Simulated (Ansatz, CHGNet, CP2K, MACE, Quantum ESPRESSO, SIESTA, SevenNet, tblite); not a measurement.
# What went wrong? CP2K on Mg2+ BF4- in dimethyl sulfoxide and 1,3-dioxolane at 400 K (73 atoms)

Program: CP2K 2026.2, a calculation on a cell of 11 C, 6 O, 30 H, 4 S, 4 B, 16 F and 2 Mg, 11.6 Å³ an atom.

The input, input.inp:

```
&GLOBAL
  PROJECT cell
  RUN_TYPE ENERGY_FORCE
  PRINT_LEVEL LOW
&END GLOBAL
&FORCE_EVAL
  METHOD QS
  STRESS_TENSOR ANALYTICAL
  &DFT
    BASIS_SET_FILE_NAME BASIS_MOLOPT
    POTENTIAL_FILE_NAME GTH_POTENTIALS
    &MGRID
      CUTOFF 800
      REL_CUTOFF 50
      NGRIDS 5
    &END MGRID
    &QS
      EPS_DEFAULT 1.0E-12
    &END QS
    &SCF
      SCF_GUESS ATOMIC
      EPS_SCF 1.0E-06
      MAX_SCF 25
      &OT
        MINIMIZER DIIS
        PRECONDITIONER FULL_ALL
        ENERGY_GAP 0.001
      &END OT
      &OUTER_SCF
        EPS_SCF 1.0E-06
        MAX_SCF 1
      &END OUTER_SCF
      &PRINT
        &RESTART OFF
        &END RESTART
      &END PRINT
    &END SCF
    &XC
      &XC_FUNCTIONAL PBE
      &END XC_FUNCTIONAL
    &END XC
    &PRINT
      &MULLIKEN ON
      &END MULLIKEN
      &LOWDIN ON
      &END LOWDIN
      &MO_CUBES
        NHOMO 1
        NLUMO 4
        WRITE_CUBE F
      &END MO_CUBES
    &END PRINT
  &END DFT
  &SUBSYS
    &CELL
      A 9.47375 0.00000 0.00000
      B 0.00000 9.47375 0.00000
      C 0.00000 0.00000 9.47375
    &END CELL
    &COORD
      C 2.14974 11.12661 9.42515
      C 4.22536 10.89728 7.32393
      O 2.82968 9.50052 5.52884
      C 0.69372 10.97981 5.65720
      O 0.05478 12.09890 8.03645
      H 2.41845 12.24373 10.92127
      H 1.21970 9.24971 10.10903
      H 5.61889 9.64625 8.23607
      H 5.03115 12.58764 6.56647
      H 0.77572 12.48828 4.07498
[... 59 atom lines left out ...]
      F 5.01253 10.15790 15.66813
      F 0.92896 9.85052 14.44288
      Mg 8.85048 10.30130 15.27839
      Mg 3.67396 6.47034 3.67539
    &END COORD
    &KIND C
      BASIS_SET DZVP-MOLOPT-SR-GTH-q4
      POTENTIAL GTH-PBE-q4
    &END KIND
    &KIND O
      BASIS_SET DZVP-MOLOPT-SR-GTH-q6
      POTENTIAL GTH-PBE-q6
    &END KIND
    &KIND H
      BASIS_SET DZVP-MOLOPT-SR-GTH-q1
      POTENTIAL GTH-PBE-q1
    &END KIND
    &KIND S
      BASIS_SET DZVP-MOLOPT-SR-GTH-q6
      POTENTIAL GTH-PBE-q6
    &END KIND
    &KIND B
      BASIS_SET DZVP-MOLOPT-SR-GTH-q3
      POTENTIAL GTH-PBE-q3
    &END KIND
    &KIND F
      BASIS_SET DZVP-MOLOPT-SR-GTH-q7
      POTENTIAL GTH-PBE-q7
    &END KIND
    &KIND Mg
      BASIS_SET DZVP-MOLOPT-SR-GTH-q10
      POTENTIAL GTH-PBE-q10
    &END KIND
  &END SUBSYS
  &PRINT
    &FORCES ON
    &END FORCES
    &STRESS_TENSOR ON
    &END STRESS_TENSOR
  &END PRINT
&END FORCE_EVAL
```

Launch:

```sh
$ OMP_NUM_THREADS=1 mpirun -np 4 cp2k.psmp -i input.inp > output.txt
```

Numbers of over 12 decimals in the logs are rounded to 6 here.

The program printed:

```text
CP2K| version string:                                       CP2K version 2026.2
 CP2K| Input file name                                                 input.inp
 GLOBAL| Basis set file name                                        BASIS_MOLOPT
 GLOBAL| Potential file name                                      GTH_POTENTIALS
 GLOBAL| Run type                                                   ENERGY_FORCE
 GLOBAL| Total number of message passing processes                             4
 GLOBAL| Number of threads for this process                                    1
 TOTAL NUMBERS AND MAXIMUM NUMBERS
  Total number of            - Atomic kinds:                                   7
                             - Atoms:                                         73
                             - Shell sets:                                    73
                             - Shells:                                       305
                             - Primitive Cartesian functions:                361
                             - Cartesian basis functions:                    742
[... lines left out ...]
 Number of electrons:                                                        278
[... lines left out ...]
  Step     Update method      Time    Convergence         Total energy    Change
[... lines left out ...]
  Core Hamiltonian energy:                                    555.473504
  Hartree energy:                                             757.301118
  Exchange-correlation energy:                               -156.691084
  Total energy:                                              -716.434755
  outer SCF iter =    1 RMS gradient =   0.47E-03 energy =       -716.4347548516
  ----------------------------------- OT ---------------------------------------
  Minimizer      : DIIS                : direct inversion
                                         in the iterative subspace
                                         using   7 DIIS vectors
                                         safer DIIS on
  Preconditioner : FULL_ALL            : diagonalization, state selective
  Precond_solver : DEFAULT
  stepsize       :    0.15000000                  energy_gap     :    0.00100000
  eps_taylor     :   0.10000E-15                  max_taylor     :             4
  ----------------------------------- OT ---------------------------------------
  Step     Update method      Time    Convergence         Total energy    Change
[...]
24 OT DIIS     0.15E+00    2.1     0.01219502      -716.4588538602 -8.55E-02
    25 OT DIIS     0.15E+00    2.1     0.01545546      -716.4314733398  2.74E-02
  Leaving inner SCF loop after reaching    25 steps.
  Electronic density on regular grids:       -277.9999998986        0.0000001014
  Core density on regular grids:              277.9999999999       -0.0000000001
  Total charge density on r-space grids:        0.0000001013
  Total charge density g-space grids:           0.0000001013
  Overlap energy of the core charge distribution:               8.286561
  Self energy of the core charge distribution:              -1880.804853
  Core Hamiltonian energy:                                    555.283013
  Hartree energy:                                             757.500770
  Exchange-correlation energy:                               -156.696965
  Total energy:                                              -716.431473
  outer SCF iter =    2 RMS gradient =   0.15E-01 energy =       -716.4314733398
  outer SCF loop FAILED to converge after    2 iterations or   50 steps
 *   ___                                                                       *
 *  /   \                                                                      *
 * [ABORT]                                                                     *
 *  \___/     SCF run NOT converged. To continue the calculation regardless,   *
 *    |             please set the keyword IGNORE_CONVERGENCE_FAILURE.         *
 *  O/|                                                                        *
 * /| |                                                                        *
```

Elapsed: 1.8 min, on 4 MPI ranks of Arm Neoverse V2, shared host; peak memory 2.6 GiB; 5.4 min of CPU time.

Banners, paths, timers and routine set-up lines are dropped from the logs unmarked, and long logs keep their key lines alone; longer cuts are marked.

**Question.** What is wrong with this input?

Coordinates in bohr read as angstrom: coordinates scaled by 1.8897. Mend: give the lengths in ångström, or name the unit.

The run ended unconverged.

[Also dropped from logs without a mark: logging warnings of Python, and SIESTA's first energy breakdown and zero terms.]

[Logs are printed without paths, hosts, clocks, repeated set-up lines and the standing remarks that a program may print on its own settings, such as how far it seeks lower states.]

[Hosts, paths, dates, database ids (printed as entryN), source tags and the programs' standing remarks are cut or masked in the printed files.]
